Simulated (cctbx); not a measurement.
# What is wrong with this refinement?

Cell a = 19.3140 Å, b = 6.3910 Å, c = 12.2520 Å, α = 90.00°, β = 106.35°, γ = 90.00°; space group C2/m (no. 12).

The data are simulated with cctbx, not measured: Cu Kα, λ = 1.54184 Å, to d = 0.8 Å, 95 % of the full sphere, strongest reflection 5000 counts, noise from counting, a 2 % proportional error and a noise floor of 2 counts (s.d.); no absorption, and some extinction, which the refinements don't model.

An anisotropic refinement with weights 1/σ² prints:

```text
Rint 0.051, 1614 unique reflections to 0.80 A
cycle     R1     wR2    GooF  max shift (A)
   1  0.0726  0.1559   2.588   0.00821
   2  0.0524  0.1139   1.890   0.00019
final R1 0.0524 wR2 0.1139 GooF 1.890  parameters 95  data/parameter 17.0
atom        x        y        z      Ueq    occ   su(xyz)  su(Uiso or U11)
Sm1    0.89283  0.00000  0.36570   0.0033  1.000  0.00010  0.0005
Sm2    0.55323  0.00000  0.34500   0.0042  1.000  0.00010  0.0005
Sm3    0.73230  0.50000  0.35533   0.0025  1.000  0.00010  0.0005
Sm4    0.00000  0.50000  0.00000   0.0043  1.000  0.00000  0.0008
Sm5    0.65660  0.50000  0.00147   0.0034  1.000  0.00010  0.0005
S1     0.96660  0.00000  0.80049  -0.0081  1.000  0.00035  0.0017  NPD
Ni1    0.63992  0.00000  0.83205   0.0090  1.000  0.00036  0.0020
Ni2    0.80394  0.50000  0.82842   0.0076  1.000  0.00036  0.0019
S2     0.00000  0.00000  0.00000   0.0063  1.000  0.00000  0.0034
S3     0.88176  0.26068  0.80814   0.0037  1.000  0.00057  0.0016
S4     0.55898  0.24288  0.81721   0.0073  1.000  0.00061  0.0017
Ni3    0.72224  0.73947  0.84013   0.0366  1.000  0.00071  0.0023
S5     0.93984  0.00000  0.59233   0.0100  1.000  0.00049  0.0025
S6     0.60785  0.00000  0.57203   0.0115  1.000  0.00052  0.0027
S7     0.74293  0.50000  0.58052   0.0073  1.000  0.00047  0.0026
difference map: max 7.45 min -4.61 rms 0.67
Q1    0.0270  0.0000  0.2098    4    7.61  0.20 A from S1
Q2    0.1650  0.0000  0.8141    4    2.60  1.86 A from Ni3
Q3    0.1036  0.0000  0.8448    4    2.43  1.84 A from S4
Q4    0.2272  0.2364  0.7429    8    1.97  1.22 A from Ni3
Q5    0.1808  0.3022  0.8765    8    1.96  1.10 A from Ni3
Q6    0.2017  0.5000  0.2030    4    1.91  0.37 A from Ni2
```

**Question.** Can this result stand? If not, what is the likely fault?

Mend it. The fault: elements exchanged: Ni3 is S and S1 is Ni. Against the right model at the same level, R1 goes from 0.0277 to 0.0524 and GooF from 0.94 to 1.89, U of S1 shrinks from 0.0069 to -0.0081 Å², U of Ni3 swells from 0.0144 to 0.0366 Å², the top difference peak, 7.6 e/Å³, lies on S1 and S1 goes non-positive-definite. Ni3 has 12 electrons too many and its U swells to shed them, as expected; S1 has 12 electrons too few and its U shrinks to make up, as expected.

The compound is Sm9Ni6S19. The right model at the same level gives:

```text
Rint 0.051, 1614 unique reflections to 0.80 A
cycle     R1     wR2    GooF  max shift (A)
   1  0.0337  0.0685   1.138   0.00371
   2  0.0277  0.0569   0.944   0.00000
final R1 0.0277 wR2 0.0569 GooF 0.944  parameters 95  data/parameter 17.0
atom        x        y        z      Ueq    occ   su(xyz)  su(Uiso or U11)
Sm1    0.89290  0.00000  0.36587   0.0041  1.000  0.00005  0.0003
Sm2    0.55318  0.00000  0.34501   0.0046  1.000  0.00005  0.0003
Sm3    0.73230  0.50000  0.35537   0.0031  1.000  0.00005  0.0003
Sm4    0.00000  0.50000  0.00000   0.0049  1.000  0.00000  0.0004
Sm5    0.65655  0.50000  0.00146   0.0043  1.000  0.00005  0.0003
Ni1    0.96677  0.00000  0.80059   0.0069  1.000  0.00017  0.0009
Ni2    0.63999  0.00000  0.83228   0.0099  1.000  0.00018  0.0010
Ni3    0.80414  0.50000  0.82827   0.0084  1.000  0.00018  0.0009
S1     0.00000  0.00000  0.00000   0.0062  1.000  0.00000  0.0017
S2     0.88163  0.26101  0.80775   0.0051  1.000  0.00029  0.0008
S3     0.55896  0.24268  0.81704   0.0083  1.000  0.00031  0.0009
S4     0.72252  0.73919  0.84062   0.0144  1.000  0.00034  0.0010
S5     0.93979  0.00000  0.59259   0.0112  1.000  0.00025  0.0013
S6     0.60776  0.00000  0.57205   0.0111  1.000  0.00025  0.0013
S7     0.74276  0.50000  0.58025   0.0087  1.000  0.00024  0.0013
difference map: max 1.72 min -1.99 rms 0.37
Q1    0.1775  0.0000  0.8187    4    1.83  1.74 A from S4
Q2    0.0718  0.0000  0.5762    4    1.75  0.83 A from Sm1
Q3    0.1498  0.0000  0.4148    4    1.74  1.71 A from S5
Q4    0.1924  0.5000  0.6898    4    1.60  1.69 A from Sm3
Q5    0.2193  0.5000  0.8928    4    1.50  1.50 A from Ni2
Q6    0.1805  0.5000  0.9712    4    1.41  1.66 A from Ni2
```

This is a model crystal, built by substitution and not relaxed, with assumed displacement parameters.

[Middle refinement cycles are left out of these outputs.]

[Logs are printed without paths, hosts, clocks, repeated set-up lines and the standing remarks that a program may print on its own settings, such as how far it seeks lower states.]
